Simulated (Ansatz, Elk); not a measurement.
# How far do independent atoms describe AlGePb?

The structure of AlGePb used here is made up (a known structure type with other elements) and was relaxed beforehand with PBEsol. The aim is the Fourier transform of its all-electron density, F(hkl), set beside the sum over free spherical atoms that refinements use.

Main program and level: Elk 11.2.3 (patched build); DFT, PBE, all-electron APW+lo, Dirac cores, scalar-relativistic bands, static density, no spin.

This account leaves out most program logs.

The structure was built from a prototype and need not be the compound's stable phase.

## 1. Starting point

Symmetry: P-6m2, No. 187, hexagonal system. The conventional cell has a = 4.290 Å, b = 4.290 Å, c = 4.444 Å, α = 90.00°, β = 90.00°, γ = 120.00°. Pb has 6 Ge at 3.33 Å and 6 Al at 3.33 Å nearest. Ge has 3 Al at 2.48 Å and 6 Pb at 3.33 Å nearest. Nearest to Al lie 3 Ge at 2.48 Å and 6 Pb at 3.33 Å. Farther neighbours are not listed.

As a file:

```cif
data_structure
_symmetry_space_group_name_H-M 'P-6m2'
_symmetry_Int_Tables_number 187
_cell_length_a 4.2897
_cell_length_b 4.2897
_cell_length_c 4.4441
_cell_angle_alpha 90.000
_cell_angle_beta 90.000
_cell_angle_gamma 120.000
_cell_volume 70.82
loop_
_atom_site_label
_atom_site_type_symbol
_atom_site_symmetry_multiplicity
_atom_site_Wyckoff_symbol
_atom_site_fract_x
_atom_site_fract_y
_atom_site_fract_z
_atom_site_occupancy
Pb1 Pb 1 a 0.00000 0.00000 0.00000 1
Ge1 Ge 1 d 0.33333 0.66667 0.50000 1
Al1 Al 1 f 0.66667 0.33333 0.50000 1
```

## 2. Ground state and structure factors

An all-electron density is needed, since X-rays see the cores too. Task 0 finds the density and task 195 Fourier-transforms it; tshift is off so that phases refer to the origin typed.

elk.in reads:

```
tasks
  0
  195

xctype
  20

spinpol
  .false.

rgkmax
  7.0

gmaxvr
  14.0

lmaxo
  7

lmaxapw
  8

swidth
  0.002

tshift
  .false.

ramdisk
  .false.

hmaxvr
  5.5

maxscl
  120

epspot
  1e-06

sppath
  './'

avec
  8.10633615808 0.00000000000 0.00000000000
  -4.05316807904 7.02029304451 0.00000000000
  0.00000000000 0.00000000000 8.39819852740

atoms
  3
  'Pb.in'
  1
  0.0000000000 0.0000000000 0.0000000000   0.000000 0.000000 0.000000
  'Ge.in'
  1
  0.3333333333 0.6666666667 0.5000000000   0.000000 0.000000 0.000000
  'Al.in'
  1
  0.6666666667 0.3333333333 0.5000000000   0.000000 0.000000 0.000000

ngridk
  6 6 5
```

Started as:

```bash
$ OMP_NUM_THREADS=4 elk
```

Wall time 24 s (4 threads of Intel Xeon Platinum 8259CL at 2.50GHz (Skylake/Cascade Lake), shared host); peak memory 0.17 GiB.

SFACRHO.OUT:

```text

h k l indices transformed by vhmat matrix:
   1.000000000       0.000000000       0.000000000    
   0.000000000       1.000000000       0.000000000    
   0.000000000       0.000000000       1.000000000    

      h      k      l  multipl.   |H|            Re(F)            Im(F)           |F|

      0      0      0      1   0.0000000       127.00000      0.40851775E-16   127.00000    
      0      0     -1      2  0.74815870       36.329251     -0.43107787E-14   36.329251    
     -1      1      0      3  0.89500328       55.447280       15.424956       57.552846    
     -1      0      0      3  0.89500328       55.447280      -15.424956       57.552846    
      0      1      1      6   1.1665215       89.552532       14.697893       90.750670    
     -1      1      1      6   1.1665215       89.552532      -14.697893       90.750670    
      0      0      2      2   1.4963174       100.88297     -0.80846793E-14   100.88297    
     -2      1      0      6   1.5501912       99.599834      0.98362681E-08   99.599834    
     -1      2     -1     12   1.7212885       33.196665     -0.94993825E-08   33.196665    
     -1      0     -2      6   1.7435586       48.720129      -12.984116       50.420613    
     -1      1     -2      6   1.7435586       48.720129       12.984116       50.420613    
      0      2      0      3   1.7900066       48.607927       12.850280       50.277831    
     -2      2      0      3   1.7900066       48.607927      -12.850280       50.277831    
     -2      2     -1      6   1.9400683       77.313470       12.424016       78.305357    
     -2      0      1      6   1.9400683       77.313470      -12.424016       78.305357    
      1     -2      2     12   2.1545437       88.855755     -0.86367491E-08   88.855755    
      0      0      3      2   2.2444761       30.634258     -0.39629282E-13   30.634258    
      2     -2     -2      6   2.3330429       44.263364       11.389546       45.705220
```

Elk indexes on the primitive cell of elk.in and gives |H| = 4π sin θ/λ in inverse bohr. Below, one row stands for each form hkl of the conventional cell (m members, Friedel mates merged), F is for one primitive cell and the density is static (no thermal factor). Free-atom factors are Waasmaier and Kirfel's, and R is Σm||F|−|F'||/Σm|F|.

```tsv
hkl	m	sin θ/λ (Å⁻¹)	abs F, DFT	neutral atoms	diff.	abs of complex diff.
001	2	0.113	36.329	36.704	-0.374	0.374
100	6	0.135	57.553	57.722	-0.169	0.206
101	12	0.175	90.751	90.766	-0.016	0.055
002	2	0.225	100.883	100.963	-0.080	0.080
110	6	0.233	99.600	99.923	-0.323	0.323
111	12	0.259	33.197	32.973	+0.224	0.224
102	12	0.262	50.421	50.440	-0.019	0.076
200	6	0.269	50.278	50.039	+0.239	0.281
201	12	0.292	78.305	78.519	-0.213	0.222
112	12	0.324	88.856	88.945	-0.089	0.089
003	2	0.338	30.634	30.598	+0.036	0.036
202	12	0.351	45.705	45.620	+0.086	0.124
210	12	0.356	45.352	45.356	-0.004	0.069
103	12	0.363	71.731	71.767	-0.036	0.066
211	24	0.373	70.838	70.867	-0.029	0.059
300	6	0.404	80.161	80.232	-0.071	0.071
113	12	0.410	28.838	28.793	+0.045	0.045
301	12	0.419	28.633	28.596	+0.037	0.037
212	24	0.421	42.287	42.293	-0.006	0.035
203	12	0.432	65.851	65.902	-0.051	0.057
004	2	0.450	75.519	75.576	-0.057	0.057
302	12	0.462	74.346	74.397	-0.051	0.051
```

## 3. The highest occupied states alone

An energy window below the Fermi level keeps the highest occupied states, to see at which angles they scatter; shallow core shells can lie inside it and anion s states outside. No new self-consistency is needed.

elk.in, as its differences from that of step 2:

```diff
@@ -1,3 +1,2 @@
 tasks
-  0
   195
@@ -40,2 +39,5 @@
 
+wsfac
+  -0.210690 0.530300
+
 sppath
```

Started as:

```bash
$ OMP_NUM_THREADS=4 elk
```

The job ended after 8.7 s (4 threads; peak memory 0.16 GiB).

States within 12 eV below the Fermi level hold 11.00 electrons; any levels below the window count with the cores. Their amplitudes can exceed the total, where window and core parts have opposite phase:

```tsv
hkl	sin θ/λ (Å⁻¹)	abs F, window	abs F, all
001	0.113	1.860	36.329
100	0.135	0.669	57.553
101	0.175	1.214	90.751
002	0.225	0.367	100.883
110	0.233	0.003	99.600
111	0.259	0.075	33.197
102	0.262	0.106	50.421
200	0.269	0.169	50.278
201	0.292	0.313	78.305
112	0.324	0.247	88.856
```

## 4. Another functional

The difference from free atoms is small, so it is set against the change that PBEsol makes.

elk.in, as its differences from that of step 3:

```diff
@@ -1,2 +1,3 @@
 tasks
+  0
   195
@@ -4,3 +5,3 @@
 xctype
-  20
+  22
 
@@ -39,5 +40,2 @@
 
-wsfac
-  -0.210690 0.530300
-
 sppath
```

Started as:

```bash
$ OMP_NUM_THREADS=4 elk
```

It took 22 s on 4 threads; peak memory 0.16 GiB; 51 s of CPU time.

Against the first run R = 0.01 %; the largest change is -0.015 at 300.

## 5. Basis size

The basis and the expansions that go with it are enlarged, to see whether the differences are converged.

elk.in, as its differences from that of step 4:

```diff
@@ -5,3 +5,3 @@
 xctype
-  22
+  20
 
@@ -11,12 +11,12 @@
 rgkmax
-  7.0
+  8.5
 
 gmaxvr
-  14.0
+  18.0
 
 lmaxo
-  7
+  9
 
 lmaxapw
-  8
+  10
```

Started as:

```bash
$ OMP_NUM_THREADS=4 elk
```

The job ended after 50 s (4 threads; peak memory 0.29 GiB; 2 min of CPU time).

Against the first run R = 0.00 %; the largest change is -0.005 at 300.

## 6. A coarser k-mesh

About half the k-points along each axis test the sampling.

elk.in, as its differences from that of step 5:

```diff
@@ -11,12 +11,12 @@
 rgkmax
-  8.5
+  7.0
 
 gmaxvr
-  18.0
+  14.0
 
 lmaxo
-  9
+  7
 
 lmaxapw
-  10
+  8
 
@@ -61,2 +61,2 @@
 ngridk
-  6 6 5
+  3 3 2
```

Started as:

```bash
$ OMP_NUM_THREADS=4 elk
```

Elapsed: 17 s, on 4 threads; peak memory 0.16 GiB; 31 s of CPU time.

Against the first run R = 0.01 %; the largest change is -0.177 at 001.

## 7. Settings against the effect

```tsv
run	R against the first run (%)	R against neutral atoms, low angle (%)	wall time
PBE, rgkmax 7	0.00	0.24	24 s
PBEsol	0.01	0.24	22 s
rgkmax 8.5 with larger expansions	0.00	0.24	50 s
k-mesh 3×3×2	0.01	0.27	17 s
```

## 8. Results

| Quantity | Value |
| --- | --- |
| R against neutral atoms, sin θ/λ < 0.3 Å⁻¹ | 0.24 % |
| R against neutral atoms, 0.3 to 0.83 Å⁻¹ | 0.07 % |

Independent neutral atoms miss the calculated amplitudes by R = 0.24 % below 0.3 Å⁻¹ and 0.07 % from there to 0.83 Å⁻¹; by shells, 0.42 % below 0.15 Å⁻¹ (2 forms), 0.22 % 0.15 to 0.3 (7 forms), 0.07 % 0.3 to 0.45 (11 forms), 0.07 % above 0.45 (75 forms). Bonding, aspherical density and the tables' own atoms all enter these figures, and the runs don't part them. The largest change of an amplitude is -0.37 electrons, at 001. R counts amplitudes alone; phases shift too. The window's part falls from 11.0 electrons at the origin to at most 0.20 between 0.45 and 0.83 Å⁻¹. Below 0.3 Å⁻¹ the changes that finished (PBEsol, rgkmax 8.5 with larger expansions and k-mesh 3×3×2) move F by R = 0.04 % at most, against the 0.24 % that separates it from free atoms. A single amplitude moves by up to 0.18 electrons, against 0.37 for the largest difference from free atoms. Spin-orbit coupling is left out, which can matter for elements this heavy. Part of the difference isn't bonding: the tables are fits to free atoms and ions calculated by other methods than this functional. Thermal motion, anomalous dispersion and extinction are left out.

[Logs are printed without paths, hosts, clocks, repeated set-up lines and the standing remarks that a program may print on its own settings, such as how far it seeks lower states.]

[Hosts, paths, dates, database ids (printed as entryN), source tags and the programs' standing remarks are cut or masked in the printed files.]
